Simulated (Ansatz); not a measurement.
Consider Ga2O3 (C2/m).

It takes space group C2/m (No. 12, monoclinic). Conventional cell: a = 12.214 Å, b = 3.037 Å, c = 5.798 Å, α = 90.00°, β = 103.83°, γ = 90.00°. Ga has 4 O at 1.83 to 1.86 Å nearest. Nearest to Ga lie 6 O at 1.94 to 2.07 Å. Nearest to O lie 3 Ga at 1.83 to 1.94 Å. O has 4 Ga at 1.86 to 2.07 Å nearest. O has 3 Ga at 1.83 to 1.94 Å nearest. Farther neighbours and most contacts between anions are not listed.

```
Ga O
1.0
     6.10700   -1.51855    0.00000
     6.10700    1.51855    0.00000
    -1.38599    0.00000    5.63001
Ga O
4 6
Direct
  0.09050 0.09050 0.79460
  0.90950 0.90950 0.20540
  0.65866 0.65866 0.31402
  0.34134 0.34134 0.68598
  0.16450 0.16450 0.10980
  0.83550 0.83550 0.89020
  0.17330 0.17330 0.56320
  0.82670 0.82670 0.43680
  0.49590 0.49590 0.25660
  0.50410 0.50410 0.74340
```

The cell and positions come from the Crystallography Open Database and are kept as given unless a step says otherwise. PAW set soft_2, made with PBE.

Gaps computed with Ansatz 0.2.0 without a self-energy: r2SCAN 3.08 eV and HSE06 4.24 eV.

**Question.** Estimate the G0W0@r2SCAN gap with 6×6×4 mesh, 572 empty bands, screening to 180 eV, default PAW files.

About 4.65 eV: on its mesh the run moves the gap from 3.10 eV by +1.57 eV, and the mesh misses the edges by 0.01 eV. Among the scalar-relativistic levels given, HSE06 is nearest (−0.41 eV). Bands and cutoff are finite, so the gap is not at the basis limit. The miss can reach some tenths of an eV and take either sign; the mesh is an error of its own. The many-body steps are scalar-relativistic: spin-orbit coupling is not in them.

[Paths, hosts, dates, memory and timing lines, banners, echoed tables and standing remarks are left out of the program output.]

[Logs are printed without paths, hosts, clocks, repeated set-up lines and the standing remarks that a program may print on its own settings, such as how far it seeks lower states.]

[Runs of the session that timed out or met a known fault of the program may be left out.]

[Cells called generated may have been cut or substituted from an entry of the Crystallography Open Database or the Materials Project.]

[Hosts, paths, dates, database ids (printed as entryN), source tags and the programs' standing remarks are cut or masked in the printed files.]
